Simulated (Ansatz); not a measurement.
# Quasiparticle gap of Sn2S3 (Ottemannite)

How far does one-shot GW move the HSE06 gap of Sn2S3 (Ottemannite)?

Program: Ansatz 0.2.0. Level of theory: HSE06, then G0W0 on it, plane waves, PAW. Results are calculated unless marked as measured.

## Step 1: The starting structure

It takes space group Pnma (No. 62, orthorhombic). Conventional cell: a = 8.878 Å, b = 3.751 Å, c = 14.020 Å, α = 90.00°, β = 90.00°, γ = 90.00°. Nearest to Sn lie 6 S at 2.50 to 2.60 Å. Nearest to Sn lie 4 S at 2.65 to 3.14 Å. S has 4 Sn at 2.57 to 3.14 Å nearest. Nearest to S lie 3 Sn at 2.56 to 2.77 Å. Nearest to S lie 3 Sn at 2.50 to 2.65 Å. Farther neighbours and most contacts between anions are not listed.

The cell and positions come from the Crystallography Open Database and are kept as given unless a step says otherwise. The default PAW set here is soft_2. Its files were made with PBE.

## Step 2: HSE06 levels on the mesh and at listed points

HSE06 mixes in a quarter of exact exchange at short range.

This step: DFT, HSE06, plane waves, PAW.

File input.yaml:

```yaml
crystal:
  lattice:
    - [8.878, 0.0, 0.0]
    - [0.0, 3.751, 0.0]
    - [0.0, 0.0, 14.02]
  atoms:
    - { symbol: Sn, position: [0.16494, 0.25, 0.05195] }
    - { symbol: Sn, position: [0.33506, 0.75, 0.55195] }
    - { symbol: Sn, position: [0.66494, 0.25, 0.44805] }
    - { symbol: Sn, position: [0.83506, 0.75, 0.94805] }
    - { symbol: Sn, position: [0.48509, 0.75, 0.16936] }
    - { symbol: Sn, position: [0.01491, 0.25, 0.66936] }
    - { symbol: Sn, position: [0.98509, 0.75, 0.33064] }
    - { symbol: Sn, position: [0.51491, 0.25, 0.83064] }
    - { symbol: S, position: [0.98047, 0.75, 0.1064] }
    - { symbol: S, position: [0.51953, 0.25, 0.6064] }
    - { symbol: S, position: [0.48047, 0.75, 0.3936] }
    - { symbol: S, position: [0.01953, 0.25, 0.8936] }
    - { symbol: S, position: [0.33879, 0.75, 0.99524] }
    - { symbol: S, position: [0.16121, 0.25, 0.49524] }
    - { symbol: S, position: [0.83879, 0.75, 0.50476] }
    - { symbol: S, position: [0.66121, 0.25, 0.00476] }
    - { symbol: S, position: [0.28631, 0.25, 0.21246] }
    - { symbol: S, position: [0.21369, 0.75, 0.71246] }
    - { symbol: S, position: [0.78631, 0.25, 0.28754] }
    - { symbol: S, position: [0.71369, 0.75, 0.78754] }
kpoints:
  mp_grid: { grid: [2, 4, 2] }
  band_path:
    path:
      - [0.0, 0.0, 0.0]
      - [0.5, 0.0, 0.0]
      - [0.5, 0.5, 0.0]
      - [0.0, 0.5, 0.0]
      - [0.0, 0.0, 0.5]
      - [0.5, 0.0, 0.5]
      - [0.5, 0.5, 0.5]
      - [0.0, 0.5, 0.5]
      - [0.1, 0.0, 0.0]
      - [0.0, 0.0, 0.45]
    npoints: 1
hamiltonian:
  xc: hse06
scf:
  occupations: { method: fixed }
  n_extra_bands: 10
output:
  eigenvalues: true
```

Launch:

```
ansatz run input.yaml --threads 24 --pin off --max-ram 82944MiB --backend cuda --events-out ev --progress --plain --runs-dir out --devices 1 --max-vram 78GiB
```

Numbers of over 12 decimals in the logs are rounded to 6 here.

The log of the run:

```text
scf.n_extra_bands = 10 over 92 filled bands (N_el = 184.0): the run solves 102 bands
GPUs: using 1 of 1 available (devices: 1).
Engine: ansatz 0.2.0, aarch64-unknown-linux-gnu
Pseudopotentials: kind: paw
Pseudopotential: Sn, paw, valence charge 14, recommended cutoff 420 eV (normal), Sn.paw.azcp
Pseudopotential: S, paw, valence charge 6, recommended cutoff 420 eV (normal), S.paw.azcp
Functional definition: HSE06
  parameter a = 0.25
  parameter omega = 0.11/bohr
  exchange = pbe_x - a*pbe_x_sr(omega) + a*exact_x_sr(omega)
  correlation = pbe_c
davidson cushion auto → on  (no smearing: the cushion is to keep the highest requested band from converging to the state above it; pin scf.eigensolver.cushion to override)
[...]
Crystal: 20 atoms, lattice volume = 466.885 Å³
Basis set: ecut = 420 eV, 9143 PW (Γ)
Bands: 102, of which v1, the nominal top of the filled ones, is band 92 counted from 1 (91 counted from 0)
Symmetry: 8 space group operations
Space group: Pnma (ITA 62), of the structure as read, at distance tolerance 7.8e-5 Å
k-points: 12 of 16
Non-local potential: Sn, projectors of the file, l = 0: 2, l = 1: 2, l = 2: 2, l = 3: 2
Non-local potential: S, projectors of the file, l = 0: 2, l = 1: 2, l = 2: 2
PAW form: soft (Blöchl's): semilocal exchange-correlation on the pseudo side does not see the compensation charge
PAW frozen core: Sn, regenerated for the run's functional, and the local potential with it (the file was generated under x = pbe(κ = 0.804, μ = 0.219515), c = pbe(β = 0.066725))
PAW frozen core: S, regenerated for the run's functional, and the local potential with it (the file was generated under x = pbe(κ = 0.804, μ = 0.219515), c = pbe(β = 0.066725))
PAW one-centre angular grid: Sn, 590 points (default); XC on 64 Gauss nodes
PAW one-centre angular grid: S, 110 points (default); XC on 64 Gauss nodes
Initial density: superposition of atomic densities (neutral atoms: chi_scale 0, normalization atom), corrected by the library's trained network
Initial wavefunctions: pseudopotential atomic-orbital guess
[...]
Functional: x = pbe(κ = 0.804, μ = 0.219515), c = pbe(β = 0.066725), warm-up for x = pbe(κ = 0.804, μ = 0.219515) + 0.25 (exact − pbe) at short range (hse, ω = 0.207870 Å⁻¹), c = pbe(β = 0.066725); HSE06 as pw.x's `hse` composes it (authors' and Libxc's form: `xc: wpbeh`)
SCF iter   1: F=—  HF=-59026.231622 eV  |F-HF|=—  |Δ(HF+E_count)|=         —  Δρ=2.23e-3  dr2=5.84e-2  ethr=1.77e-3  ⟨swp⟩=10.2  Hψ=5717  notcnv=0
preconditioner: auto → none  [insulator: Δε(μ)=0.758 eV  Ē_g=14.728 eV  n_scr=110 (ndim 8)  ℏωp=23.3 eV  f_vac=0.007]
SCF iter   2: F=—  HF=-59026.244087 eV  |F-HF|=—  |Δ(HF+E_count)|=   1.25e-2  Δρ=1.42e-3  dr2=3.35e-2  ethr=3.17e-5  ⟨swp⟩=5.6  Hψ=4587  notcnv=0
[...]
SCF iter   6: F=-59026.237893 eV  HF=-59026.237889 eV  |F-HF|=3.77e-6  |Δ(HF+E_count)|=   1.59e-5  Δρ=8.14e-5  dr2=2.84e-5  ethr=1.28e-7  ⟨swp⟩=3.3  Hψ=2931  notcnv=0
SCF 1 stopped early in 6 iterations: F = -59026.237893 eV  dr2 = 2.84e-5
  greatest PAW one-centre occupation: 0.993 electrons in one spin orbital (limit 2), on the Sn atom at site 3 (counted from 0), in its partial waves of l = 2
[...]
Exchange kernel: α = 0.2500, screened, ω = 0.2079 Å⁻¹, Wigner–Seitz truncation, v(0) = 1038.7383 eV·Å³, q-mesh 2×4×2, nearest image of the exchange supercell L = 15.00 Å, pair-density grid 40×18×60, without the augmentation charges, whose exchange is taken in its separable form by FFT convolution over the k-point mesh (sized by the pseudopotential files, 64×25×96 at the most), smooth part of the exact exchange by density-matrix convolution in up to 11.03 GiB of GPU memory as planned if the GPU has room (build and FFT work areas not counted)
Frozen-core exchange: fock
SCF iter   1: F=—  HF=-59065.521454 eV  |F-HF|=—  |Δ(HF+E_count)|=         —  Δρ=5.65e-3  dr2=1.06e-1  ethr=1.54e-7  ⟨swp⟩=9.5  Hψ=8032  notcnv=0
preconditioner: auto → none  [insulator: Δε(μ)=1.256 eV  Ē_g=9.179 eV  n_scr=110 (ndim 8)  ℏωp=17.5 eV  f_vac=0.007]
[...]
hybrid outer 1: dexx = +7.642e-2 eV, tail = 5.55e-4 eV
[...]
SCF 3 converged in 5 iterations: F = -59065.549328 eV  dr2 = 5.26e-8
hybrid outer 2: dexx = +1.399e-5 eV, tail = 4.77e-7 eV, Δε = 3.05e-3 eV (about 1.34e-4 eV left of the loop's levels)
[...]
--- Per-component energies (eV) ---
  E_band       = -1190.442098
  E_kinetic    = 2765.183214
  E_local      = -10416.694040  (includes V_loc(G=0)·N_el)
  E_nonlocal   = 82.370523
  E_hartree    = 5712.100576
  E_xc         = -3335.450657
  E_vxc        = -1453.354211  (∫ρ·V_xc dr)
  E_exx        = -426.538775  (= α·E_x^exact, valence–valence)
  E_paw        = -40811.777380  (= ΣΔE_a)
  E_vpaw       = -2739.065918  (= ΣTr[D̂ρ^β])
  E_aug_tail   = 0.000015  (compensation charges beyond the density's cutoff)
  E_ewald      = -12635.693603
  E_core_change = 0.950802  (= ΣΔE_core)
  E_smearing   = -0.000000  (= −TS)
  E_closure    = -0.000000  (closes the sum)
  Σ components = -59065.549324   (vs F -59065.549324, Δ=0.00e0)
--- Band table (eV; the first three rows and the last of 12) ---
  k-point 0: bands = ["-16.7966", "-16.7966", "-16.7586", "-16.7585", "-16.7324", "-16.7323", "-16.7215", "-16.7215", "-16.6745", "-16.6745", "-16.6656", "-16.6656", "-16.6493", "-16.6492", "-16.6279", "-16.6278", "-16.6248", "-16.6247", "-16.6098", "-16.6098", "-15.8477", "-15.8475", "-15.8468", "-15.8464", "-15.8000", "-15.7999", "-15.7994", "-15.7993", "-15.7614", "-15.7600", "-15.7596", "-15.7582", "-15.7560", "- [...]
  k-point 1: bands = ["-16.7966", "-16.7966", "-16.7585", "-16.7585", "-16.7324", "-16.7324", "-16.7215", "-16.7215", "-16.6745", "-16.6745", "-16.6656", "-16.6656", "-16.6493", "-16.6493", "-16.6278", "-16.6278", "-16.6247", "-16.6247", "-16.6098", "-16.6098", "-15.8476", "-15.8476", "-15.8466", "-15.8466", "-15.7999", "-15.7999", "-15.7993", "-15.7993", "-15.7609", "-15.7609", "-15.7587", "-15.7587", "-15.7559", "- [...]
  k-point 2: bands = ["-16.7821", "-16.7820", "-16.7680", "-16.7679", "-16.7541", "-16.7540", "-16.7336", "-16.7336", "-16.6543", "-16.6543", "-16.6486", "-16.6486", "-16.6448", "-16.6448", "-16.6370", "-16.6370", "-16.6224", "-16.6224", "-16.6186", "-16.6186", "-15.8276", "-15.8274", "-15.8260", "-15.8256", "-15.8110", "-15.8108", "-15.8097", "-15.8095", "-15.7713", "-15.7712", "-15.7697", "-15.7696", "-15.7585", "- [...]
  k-point 11: bands = ["-16.7998", "-16.7998", "-16.7998", "-16.7998", "-16.7377", "-16.7377", "-16.7377", "-16.7377", "-16.6499", "-16.6499", "-16.6499", "-16.6499", "-16.6237", "-16.6237", "-16.6237", "-16.6237", "-16.6213", "-16.6213", "-16.6213", "-16.6213", "-15.8260", "-15.8260", "-15.8260", "-15.8260", "-15.8042", "-15.8042", "-15.8042", "-15.8042", "-15.7852", "-15.7852", "-15.7852", "-15.7852", "-15.7549", " [...]
```

The job ended after 23 s (1 × NVIDIA GB200 (shared by 2 runs) with 24 threads of Arm Neoverse V2, shared host; peak memory 2.9 GiB; 4.4 min of CPU time).

Reading the cycles: dr2 is the Hartree energy of the density residual (eV), the measure of convergence; HF is the Harris–Foulkes estimate of the energy, which meets the free energy F at convergence.

This step gave:

```yaml
gap: 1.225 eV
valence_top_at: k = (0.100, 0.000, 0.000)
conduction_bottom_at: T
least_direct_gap: 1.292 eV
exact_exchange_fraction: 0.25
```

Over mesh and listed points the gap is 1.225 eV, from k = (0.100, 0.000, 0.000) to k = (0.000, 0.500, 0.500). The least direct gap found is 1.292 eV, at k = (0.000, 0.000, 0.450). On the 2×4×2 mesh alone the same run gives 1.280 eV, so that mesh misses an edge of HSE06: 1.280 − 1.225 = +0.055 eV.

[end of part 1 of 2]

[Paths, hosts, dates, memory and timing lines, banners, echoed tables and standing remarks are left out of the program output.]

[Logs are printed without paths, hosts, clocks, repeated set-up lines and the standing remarks that a program may print on its own settings, such as how far it seeks lower states.]

[Runs of the session that timed out or met a known fault of the program may be left out.]

[Cells called generated may have been cut or substituted from an entry of the Crystallography Open Database or the Materials Project.]

[Hosts, paths, dates, database ids (printed as entryN), source tags and the programs' standing remarks are cut or masked in the printed files.]

[Where an RPA ε∞ is given, it is that of the G0W0 mesh and is not shown converged in it. Names of k-points follow the symmetry that the program found, which can be lower than the space group named. Band edges on a path are those of the sampled points; other points can move an edge, and change direct to indirect where valleys lie close.]

[Hybrid gaps are those of their k-mesh and are not shown converged in it.]
